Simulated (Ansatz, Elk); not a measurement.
# Dielectric function and optical constants of TaCuP2 (model structure), part 2 of 2

Aim: the dielectric function of TaCuP2 (model structure), and the optical constants that follow from it. The structure is a model built here, which may or may not match a known phase. It was built so: All N replaced by P in the R-3m structure of TaCuN2. The cell is first relaxed with Ansatz.

Elk 11.2.3 (patched build); DFT, LDA, all-electron APW+lo, Dirac cores, scalar-relativistic bands, independent-particle optical response without local fields.

So far: Starting point; Relaxation.

## Step 3: Ground state

First the ground state: is it a metal or has it a gap?

This step: DFT, LDA, all-electron APW+lo, Dirac cores, scalar-relativistic bands, ground state (Elk 11.2.3 (patched build)).

The input, elk.in:

```
tasks
  0
  120

xctype
  3

nempty
  8

lorbcnd
  .true.

rgkmax
  7.0

swidth
  0.0018375

maxscl
  100

epsengy
  1e-05

sppath
  './'

avec
  2.9450067030 1.7003004127 14.6409873358
  -2.9450067030 1.7003004127 14.6409873358
  0.0000000000 -3.4006008254 14.6409873358

atoms
  3
  'Ta.in'
  1
  0.5000000000 0.5000000000 0.5000000000   0.000 0.000 0.000
  'Cu.in'
  1
  1.0000000000 1.0000000000 1.0000000000   0.000 0.000 0.000
  'P.in'
  2
  0.9068566694 0.9068566694 0.9068566694   0.000 0.000 0.000
  0.0931433306 0.0931433306 0.0931433306   0.000 0.000 0.000

ngridk
  7 7 7
```

Command:

```sh
$ OMP_NUM_THREADS=2 elk
```

Numbers of over 12 decimals in the logs are rounded to 6 here.

Output:

```text
┌─────────────────────────┐
│ Elk code version 11.2.3 │
└─────────────────────────┘

All units are atomic (Hartree, Bohr, etc.)

┌─────────────────────────────────────────────────┐
│ Ground-state run starting from atomic densities │
└─────────────────────────────────────────────────┘

Lattice vectors :
   2.945006703       1.700300413       14.64098734
  -2.945006703       1.700300413       14.64098734
   0.000000000      -3.400600825       14.64098734

Reciprocal lattice vectors :
   1.066752293      0.6158897236      0.1430501273
  -1.066752293      0.6158897236      0.1430501273
  0.1623025744E-16  -1.231779447      0.1430501273

Unit cell volume      :    439.8793384
Brillouin zone volume :   0.5639051253

Muffin-tin inner radius fraction :   0.1000000000E-01

Nuclei treated as point charges

Species : 1 (Ta)
 parameters loaded from : Ta.in
 name : tantalum
 nuclear charge    :   -73.00000000
 electronic charge :    73.00000000
 atomic mass :    329847.8435
 muffin-tin radius :    2.744943679
 number of radial points in muffin-tin :    697
 inner part over the whole radius :   0.9979325018E-02
 number on inner part of muffin-tin    :    500
 approximate nuclear radius :   0.1005189763E-03
 number of mesh points to nuclear radius :    260
 atomic positions (lattice), magnetic fields (Cartesian) :
  1 :   0.00000000  0.00000000  0.00000000    0.00000000  0.00000000  0.00000000

Species : 2 (Cu)
 parameters loaded from : Cu.in
 name : copper
 nuclear charge    :   -29.00000000
 electronic charge :    29.00000000
 atomic mass :    115837.2717
 muffin-tin radius :    2.108416159
 number of radial points in muffin-tin :    497
 inner part over the whole radius :   0.9960323616E-02
 number on inner part of muffin-tin    :    350
 approximate nuclear radius :   0.7406004541E-04
 number of mesh points to nuclear radius :    170
 atomic positions (lattice), magnetic fields (Cartesian) :
  1 :   0.50000000  0.50000000  0.50000000    0.00000000  0.00000000  0.00000000

Species : 3 (P)
 parameters loaded from : P.in
 name : phosphorus
 nuclear charge    :   -15.00000000
 electronic charge :    15.00000000
 atomic mass :    56461.71230
 muffin-tin radius :    1.894711895
 number of radial points in muffin-tin :    397
 inner part over the whole radius :   0.9866489108E-02
 number on inner part of muffin-tin    :    276
 approximate nuclear radius :   0.6081821256E-04
 number of mesh points to nuclear radius :    126
 atomic positions (lattice), magnetic fields (Cartesian) :
  1 :   0.40685667  0.40685667  0.40685667    0.00000000  0.00000000  0.00000000
  2 :  -0.40685667 -0.40685667 -0.40685667    0.00000000  0.00000000  0.00000000

Total number of atoms per unit cell :    4
Total muffin-tin volume :    182.8781455
 ratio of muffin-tin to unit cell volume :   0.4157461593

Spin treatment :
 spin-unpolarised

Number of Bravais lattice symmetries :   12
Number of crystal symmetries         :   12
Crystal has inversion symmetry
Real symmetric eigensolver will be used

k-point grid :      7     7     7
k-point offset :    0.000000000       0.000000000       0.000000000
k-point set is reduced with full crystal symmetry group
Total number of k-points :       44

Muffin-tin radius times maximum |G+k| :    7.000000000
 using average radius
Maximum |G+k| for APW functions       :    3.239696978
Maximum (1/2)|G+k|²                   :    5.247818254
Maximum |G| for potential and density :    12.00000000
Constant for pseudocharge density :    8
 order of it for each species :   15  15  15
 order of it for pair densities of each species (exact exchange by exxq0 0: 15) :   15   9   6
Radial integration step length :    1

G-vector grid sizes :     60    60    60
Number of G-vectors :    12901

Maximum angular momentum used for
 APW functions            :    8
 outer part of muffin-tin :    6
 inner part of muffin-tin :    2

Total nuclear charge    :   -132.0000000
Total core charge       :    78.00000000
Total valence charge    :    54.00000000
Total excess charge     :    0.000000000
Total electronic charge :    132.0000000

Effective Wigner radius, rₛ :   0.9265958289

Number of empty states         :     32
Total number of valence states :     60
Total number of core states    :     78

Conduction state local-orbitals added automatically
Third-order local-orbitals added for an l without core states : F
Total number of local-orbitals :    250

Exchange-correlation functional :      3     0     0
 Perdew-Wang/Ceperley-Alder, Phys. Rev. B 45, 13244 (1992)
 gradient requirement :    0
 local density approximation (LDA)

Smearing type :    3
 Fermi-Dirac
Smearing width :   0.1837500000E-02
Effective electronic temperature (K) :    580.2366081

Mixing type :    3
 Broyden mixing, J. Phys. A: Math. Gen. 17, L317 (1984)

Kohn-Sham potential initialised from atomic data

┌──────────────────────────────┐
│ Self-consistent loop started │
└──────────────────────────────┘

┌─────────────────┐
│ Loop number : 1 │
└─────────────────┘

Energies :
 Fermi                       :     0.234113
 sum of occupied eigenvalues :     -10886.067889090
 electron kinetic            :      19861.471447908
 core electron kinetic       :      19096.057224120
 Coulomb                     :     -37394.833940799
 Coulomb potential           :     -30186.956270166
 nuclear-nuclear             :     -1415.7106192275
 electron-nuclear            :     -41801.964395230
 Hartree                     :      5822.8410736579
 Madelung                    :     -22301.355805717
 xc potential                :     -560.58306683293
 exchange                    :     -402.70138743381
 correlation                 :     -12.365143160978
 electron entropic           :    -0.12392196058507E-02
 total energy                :     -17948.430262706

Density of states at Fermi energy :    113.2291461
 (states/Hartree/unit cell)

Estimated indirect band gap :   0.1218587000E-02
 from k-point 20 to k-point 33
Estimated direct band gap   :   0.2475965414E-02
 at k-point 20

Charges :
 core                        :    78.00000000
 valence                     :    54.00000000
 interstitial                :    8.205730631
 muffin-tins (core leakage)
  species : 1 (Ta)
   atom 1                    :    73.07537081     ( -0.4756259862E-05)
  species : 2 (Cu)
   atom 1                    :    24.98961283     (  0.9155634720E-03)
  species : 3 (P)
   atom 1                    :    12.86464287     (  0.1953083589E-02)
   atom 2                    :    12.86464287     (  0.1953083589E-02)
 total in muffin-tins        :    123.7942694
 total calculated charge     :    131.9941580
 total charge                :    132.0000000
 error                       :   0.5842003004E-02

┌─────────────────┐
│ Loop number : 2 │
└─────────────────┘

Energies :
 Fermi                       :     0.218055
 sum of occupied eigenvalues :     -10885.975511747
 electron kinetic            :      19869.319964466
 core electron kinetic       :      19097.630769125
 Coulomb                     :     -37402.141755455
 Coulomb potential           :     -30199.290351849
 nuclear-nuclear             :     -1415.7106192275
 electron-nuclear            :     -41804.250873158
 Hartree                     :      5817.8197369306
 Madelung                    :     -22302.496579530
 xc potential                :     -556.00512436467
 exchange                    :     -403.26689697667
 correlation                 :     -12.381600158368
 electron entropic           :    -0.15478356830779E-02
 total energy                :     -17948.471835959

Density of states at Fermi energy :    140.3187288
 (states/Hartree/unit cell)

Estimated indirect band gap :   0.8238605631E-03
 from k-point 31 to k-point 26
Estimated direct band gap   :   0.5473129299E-02
 at k-point 4

Charges :
 core                        :    78.00000000
 valence                     :    54.00000000
 interstitial                :    7.984642459
 muffin-tins (core leakage)
  species : 1 (Ta)
   atom 1                    :    72.70727786     ( -0.4756231057E-05)
  species : 2 (Cu)
   atom 1                    :    25.70297303     (  0.9013158661E-03)
  species : 3 (P)
   atom 1                    :    12.80255332     (  0.1954139282E-02)
   atom 2                    :    12.80255332     (  0.1954139282E-02)
 total in muffin-tins        :    124.0153575
 total calculated charge     :    131.9942518
 total charge                :    132.0000000
 error                       :   0.5748152850E-02

RMS change in Kohn-Sham potential (target) :   0.8231415416     (  0.1000000000E-05)
Absolute change in total energy (target)   :   0.4157325383E-01 (  0.1000000000E-04)

[... 16 loops left out ...]

┌──────────────────┐
│ Loop number : 19 │
└──────────────────┘

Energies :
 Fermi                       :     0.301924
 sum of occupied eigenvalues :     -10877.612698065
 electron kinetic            :      19890.883517825
 core electron kinetic       :      19097.365798879
 Coulomb                     :     -37424.694888639
 Coulomb potential           :     -30214.651761282
 nuclear-nuclear             :     -1415.7106192275
 electron-nuclear            :     -41834.194725847
 Hartree                     :      5825.2104564354
 Madelung                    :     -22317.369007998
 xc potential                :     -553.84445460905
 exchange                    :     -405.18136750130
 correlation                 :     -12.434541829529
 electron entropic           :    -0.35582276107123E-03
 total energy                :     -17951.427635967

Density of states at Fermi energy :    31.53205996
 (states/Hartree/unit cell)

Estimated indirect band gap :   0.2878716416E-02
 from k-point 5 to k-point 44
Estimated direct band gap   :   0.2133201398E-01
 at k-point 5

Charges :
 core                        :    78.00000000
 valence                     :    54.00000000
 interstitial                :    7.312052629
 muffin-tins (core leakage)
  species : 1 (Ta)
   atom 1                    :    72.10353341     ( -0.4774194075E-05)
  species : 2 (Cu)
   atom 1                    :    27.62020314     (  0.8314553999E-03)
  species : 3 (P)
   atom 1                    :    12.48210541     (  0.1898643351E-02)
   atom 2                    :    12.48210541     (  0.1898643351E-02)
 total in muffin-tins        :    124.6879474
 total calculated charge     :    131.9945396
 total charge                :    132.0000000
 error                       :   0.5460424118E-02

RMS change in Kohn-Sham potential (target) :   0.7035723313E-07 (  0.1000000000E-05)
Absolute change in total energy (target)   :   0.8139006241E-05 (  0.1000000000E-04)

Convergence targets achieved

┌──────────────────┐
│ Loop number : 20 │
└──────────────────┘

Energies :
 Fermi                       :     0.301924
 sum of occupied eigenvalues :     -10877.612695665
 electron kinetic            :      19890.883519005
 core electron kinetic       :      19097.365800090
 Coulomb                     :     -37424.694887528
 Coulomb potential           :     -30214.651759363
 nuclear-nuclear             :     -1415.7106192275
 electron-nuclear            :     -41834.194725585
 Hartree                     :      5825.2104572844
 Madelung                    :     -22317.369007846
 xc potential                :     -553.84445530627
 exchange                    :     -405.18136740307
 correlation                 :     -12.434541826932
 electron entropic           :    -0.35582274240360E-03
 total energy                :     -17951.427633575

Density of states at Fermi energy :    31.53205761
 (states/Hartree/unit cell)

Estimated indirect band gap :   0.2878714229E-02
 from k-point 5 to k-point 44
Estimated direct band gap   :   0.2133200880E-01
 at k-point 5

Charges :
 core                        :    78.00000000
 valence                     :    54.00000000
 interstitial                :    7.312052665
 muffin-tins (core leakage)
  species : 1 (Ta)
   atom 1                    :    72.10353348     ( -0.4774192625E-05)
  species : 2 (Cu)
   atom 1                    :    27.62020303     (  0.8314553957E-03)
  species : 3 (P)
   atom 1                    :    12.48210541     (  0.1898643311E-02)
   atom 2                    :    12.48210541     (  0.1898643311E-02)
 total in muffin-tins        :    124.6879473
 total calculated charge     :    131.9945396
 total charge                :    132.0000000
 error                       :   0.5460423795E-02

┌──────────────────────────────┐
│ Self-consistent loop stopped │
└──────────────────────────────┘

Warning : core states of species 2 leak from the muffin-tin :   0.8314553957E-03

Warning : core states of species 3 leak from the muffin-tin :   0.1898643311E-02

Wrote STATE.OUT
```

It took 54 s on 2 threads of Arm Neoverse V2, shared host; peak memory 0.14 GiB; 1.7 min of CPU time.

This step gave:

- total energy: -17951 Ha
- Fermi energy: 8.216 eV
- DOS at the Fermi level: 1.159 states/eV/cell

There are states at the Fermi level within the smearing, so the occupations stay smeared and the carriers get a Drude term.

## Step 4: Independent particles

The spectrum is a sum over vertical transitions between filled and empty bands at the fixed density, so many empty bands are needed.

This step: DFT, LDA, all-electron APW+lo, Dirac cores, scalar-relativistic bands, independent-particle optical response without local fields (Elk 11.2.3 (patched build)).

Edit elk.in of step 3 so:

```diff
@@ -1,4 +1,10 @@
 tasks
-  0
-  120
+  121
+
+optcomp
+  1 1
+  3 3
+
+intraband
+  .true.
 
@@ -17,9 +23,7 @@
 swidth
-  0.0018375
+  0.0110248
 
-maxscl
-  100
-
-epsengy
-  1e-05
+wplot
+  400 100 0
+  0.0 0.73499
```

Command:

```sh
$ OMP_NUM_THREADS=2 elk
```

Output:

```text
┌─────────────────────────────────┐
│ Elk code version 11.2.3 started │
└─────────────────────────────────┘

┌────────────────────┐
│ Current task : 121 │
└────────────────────┘
Info(checkmt): changed muffin-tin radius of species 1 (Ta) from   2.8000 to   2.7449
Info(checkmt): changed muffin-tin radius of species 2 (Cu) from   2.4000 to   2.1084
Info(checkmt): changed muffin-tin radius of species 3 (P) from   2.2000 to   1.8947

Info(findsymcrys): atomic basis shift (lattice) :
  0.5000000000      0.5000000000      0.5000000000
See GEOMETRY.OUT for new atomic positions

Info(dielectric):
 dielectric tensor written to EPSILON_ij.OUT
 optical conductivity written to SIGMA_ij.OUT
 plasma frequency written to PLASMA_ij.OUT
 for components
  i = 1, j = 1
  i = 3, j = 3

┌──────────────────┐
│ Elk code stopped │
└──────────────────┘
```

It took 4.1 s on 2 threads; peak memory 0.06 GiB; 8.4 s of CPU time.

This step gave:

* Drude plasma energy, first axis: 3.935 eV

Sum at mesh points, not converged in k. Table of Im ε by photon energy; read off at these points:

```csv
photon energy (eV),E ∥ x,E ∥ z
0.50,33.9,14.9
1.00,18.7,9.30
1.50,21.1,8.09
2.00,24.7,12.9
2.10,25.1,14.2
2.50,21.7,15.4
3.00,16.3,18.0
3.50,10.9,17.6
4.00,9.52,15.2
4.50,8.79,13.6
5.00,8.69,11.5
5.50,7.75,10.5
6.00,7.11,11.9
6.50,5.93,10.4
7.00,5.11,9.79
7.50,5.39,9.20
8.00,5.27,7.85
8.50,4.46,5.71
9.00,4.32,4.49
9.50,3.68,3.46
10.00,3.20,2.93
10.50,2.88,2.20
11.00,2.62,1.78
11.50,2.45,1.74
12.00,2.16,1.52
12.50,1.91,1.33
13.00,1.56,1.26
13.50,1.48,1.10
14.00,1.31,0.913
14.50,1.13,0.835
15.00,1.05,0.848
15.50,0.931,0.747
16.00,0.799,0.603
16.50,0.688,0.551
17.00,0.616,0.483
17.50,0.561,0.397
18.00,0.556,0.359
18.50,0.567,0.343
19.00,0.482,0.332
19.50,0.441,0.340
```

Values under 1 per cm are given as 1; sum at mesh points, not converged in k. Table of absorption coefficient by photon energy:

| photon energy (eV) | E ∥ x (1/cm) | E ∥ z (1/cm) |
| --- | --- | --- |
| 0.500 | 2.6e5 | 1.2e5 |
| 1.000 | 2.2e5 | 1.2e5 |
| 1.500 | 3.7e5 | 1.4e5 |
| 2.000 | 5.9e5 | 2.9e5 |
| 2.500 | 8.0e5 | 4.7e5 |
| 3.000 | 9.5e5 | 6.9e5 |
| 3.500 | 9.1e5 | 8.7e5 |
| 4.000 | 9.1e5 | 1.0e6 |
| 4.500 | 9.6e5 | 1.1e6 |
| 5.000 | 1.1e6 | 1.2e6 |
| 5.500 | 1.2e6 | 1.2e6 |
| 6.000 | 1.3e6 | 1.5e6 |
| 6.500 | 1.3e6 | 1.6e6 |
| 7.000 | 1.2e6 | 1.7e6 |
| 7.500 | 1.3e6 | 1.9e6 |
| 8.000 | 1.5e6 | 2.1e6 |
| 8.500 | 1.5e6 | 2.1e6 |
| 9.000 | 1.6e6 | 2.1e6 |
| 9.500 | 1.7e6 | 2.1e6 |
| 10.000 | 1.6e6 | 2.0e6 |
| 10.500 | 1.7e6 | 2.0e6 |
| 11.000 | 1.6e6 | 1.8e6 |
| 11.500 | 1.7e6 | 1.8e6 |
| 12.000 | 1.7e6 | 1.8e6 |
| 12.500 | 1.7e6 | 1.7e6 |
| 13.000 | 1.7e6 | 1.7e6 |
| 13.500 | 1.6e6 | 1.7e6 |
| 14.000 | 1.6e6 | 1.6e6 |
| 14.500 | 1.6e6 | 1.6e6 |
| 15.000 | 1.5e6 | 1.5e6 |
| 15.500 | 1.5e6 | 1.6e6 |
| 16.000 | 1.5e6 | 1.5e6 |
| 16.500 | 1.4e6 | 1.4e6 |
| 17.000 | 1.3e6 | 1.4e6 |
| 17.500 | 1.2e6 | 1.2e6 |
| 18.000 | 1.1e6 | 1.1e6 |
| 18.500 | 1.1e6 | 1.0e6 |
| 19.000 | 1.1e6 | 9.0e5 |
| 19.500 | 9.9e5 | 8.4e5 |

Sum at mesh points, not converged in k. Table of loss function −Im 1/ε at q → 0 by energy loss; read off at these points:

| energy loss (eV) | E ∥ x | E ∥ z |
| --- | --- | --- |
| 0.5 | 0.0249 | 0.0599 |
| 1.0 | 0.0358 | 0.0342 |
| 1.5 | 0.0339 | 0.0223 |
| 2.0 | 0.0347 | 0.0256 |
| 2.5 | 0.0458 | 0.0355 |
| 3.0 | 0.0592 | 0.0417 |
| 3.5 | 0.0887 | 0.0498 |
| 4.0 | 0.105 | 0.0634 |
| 4.5 | 0.114 | 0.0729 |
| 5.0 | 0.114 | 0.0865 |
| 5.5 | 0.128 | 0.0936 |
| 6.0 | 0.135 | 0.0838 |
| 6.5 | 0.155 | 0.0943 |
| 7.0 | 0.191 | 0.0985 |
| 7.5 | 0.182 | 0.0965 |
| 8.0 | 0.177 | 0.0969 |
| 8.5 | 0.202 | 0.103 |
| 9.0 | 0.206 | 0.117 |
| 9.5 | 0.219 | 0.124 |
| 10.0 | 0.248 | 0.141 |
| 10.5 | 0.266 | 0.148 |
| 11.0 | 0.302 | 0.193 |
| 11.5 | 0.304 | 0.237 |
| 12.0 | 0.332 | 0.252 |
| 12.5 | 0.348 | 0.293 |
| 13.0 | 0.395 | 0.336 |
| 13.5 | 0.453 | 0.349 |
| 14.0 | 0.478 | 0.407 |
| 14.5 | 0.550 | 0.496 |
| 15.0 | 0.618 | 0.590 |
| 15.5 | 0.685 | 0.577 |
| 16.0 | 0.756 | 0.666 |
| 16.5 | 0.940 | 0.824 |
| 17.0 | 1.14 | 0.941 |
| 17.5 | 1.42 | 1.21 |
| 18.0 | 1.65 | 1.77 |
| 18.5 | 1.64 | 2.29 |
| 19.0 | 1.91 | 2.79 |
| 19.5 | 2.23 | 2.94 |

Sum at mesh points, not converged in k. Table of reflectivity at normal incidence by photon energy; read off at these points:

| photon energy (eV) | E ∥ x (%) | E ∥ z (%) |
| --- | --- | --- |
| 0.50 | 70.0 | 44.3 |
| 1.00 | 47.5 | 38.5 |
| 1.50 | 49.6 | 40.4 |
| 2.00 | 52.7 | 44.4 |
| 2.50 | 53.8 | 44.7 |
| 2.90 | 54.7 | 46.5 |
| 3.00 | 54.4 | 46.7 |
| 3.50 | 47.7 | 47.0 |
| 4.00 | 42.6 | 46.3 |
| 4.50 | 40.3 | 45.5 |
| 5.00 | 41.5 | 43.7 |
| 5.50 | 40.2 | 40.6 |
| 6.00 | 41.7 | 44.8 |
| 6.50 | 41.3 | 46.3 |
| 7.00 | 35.3 | 46.4 |
| 7.50 | 35.6 | 49.9 |
| 8.00 | 38.7 | 53.5 |
| 8.50 | 38.4 | 57.1 |
| 9.00 | 38.5 | 57.2 |
| 9.50 | 40.8 | 59.2 |
| 10.00 | 39.8 | 58.3 |
| 10.50 | 39.9 | 61.1 |
| 10.60 | 39.8 | 61.3 |
| 11.00 | 37.7 | 58.0 |
| 11.50 | 39.2 | 53.5 |
| 12.00 | 39.3 | 54.2 |
| 12.50 | 40.8 | 52.8 |
| 12.85 | 42.2 | 51.2 |
| 13.00 | 41.8 | 50.5 |
| 13.50 | 38.7 | 52.2 |
| 14.00 | 40.1 | 52.0 |
| 14.50 | 39.6 | 49.3 |
| 15.00 | 38.1 | 44.8 |
| 15.50 | 38.4 | 48.2 |
| 16.00 | 39.8 | 49.7 |
| 16.50 | 38.0 | 47.1 |
| 17.00 | 35.9 | 47.4 |
| 17.50 | 32.5 | 47.0 |
| 18.00 | 27.0 | 41.7 |
| 18.50 | 26.2 | 36.6 |
| 19.00 | 27.7 | 30.8 |
| 19.50 | 24.3 | 25.2 |

Optical constants at common wavelengths, from n + ik = √ε:

```csv
wavelength (nm),n x,k x,R (%) x,1/α x,n z,k z,R (%) z,1/α z
1550,3.79,2.616,49.1,47 nm,3.83,1.393,39.4,89 nm
1064,4.47,2.238,48.8,38 nm,3.94,1.043,38.2,81 nm
800,4.37,2.411,49.5,26 nm,4.30,0.978,40.8,65 nm
633,4.33,2.818,52.3,18 nm,4.52,1.373,44.1,37 nm
532,3.69,3.178,54.0,13 nm,4.28,1.815,45.1,23 nm
450,3.07,3.210,54.3,11 nm,4.15,2.022,45.8,18 nm
248,2.01,2.162,41.5,9.1 nm,2.46,2.346,43.7,8.4 nm
```

In reflection the computed colour is light grey: x = 0.311, y = 0.328, luminous reflectivity 49 %.

## Step 5: Results

| Property | Result |
| --- | --- |
| Drude plasma energy, first axis | 3.93 eV |

**Reading.** At this level (LDA, independent particles) TaCuP2 is a metal with a Drude plasma energy of 3.9 eV along x and 2.5 eV along z. The mesh is too coarse to trust the carriers' weight, the reflectivity or the colour to better than tens of per cent. The cell shrank by 12.5 % in volume. Along x the bare Drude plasma energy is 3.9 eV; Re ε first rises through zero at 0.65 eV, far lower, because interband transitions screen the carriers. Im ε is 24 there, so the loss peak at that energy is weak. In reflection the computed colour is light grey: x = 0.311, y = 0.328, luminous reflectivity 49 %. The carriers' damping of 0.3 eV is typed, not computed; at 0.8 eV the carriers give 40 % of Im ε along the first axis; the rest comes from the sum over bands, which at low energy also holds close bands and the noise of the mesh. Spin-orbit coupling is left out although heavy atoms are present. The sum runs over mesh points 0.33 Å⁻¹ apart with no interpolation, so peaks are partly noise of the mesh, and the Drude plasma energy, a sum over the Fermi surface, isn't converged. Besides steps told in other documents, this task had 2 runs with a known fault of program or setting; those not told in a step above aren't shown.

[Machine, clock and banner lines and Python warnings are left out of the logs.]

[Logs are printed without paths, hosts, clocks, repeated set-up lines and the standing remarks that a program may print on its own settings, such as how far it seeks lower states.]

[Hosts, paths, dates, database ids (printed as entryN), source tags and the programs' standing remarks are cut or masked in the printed files.]
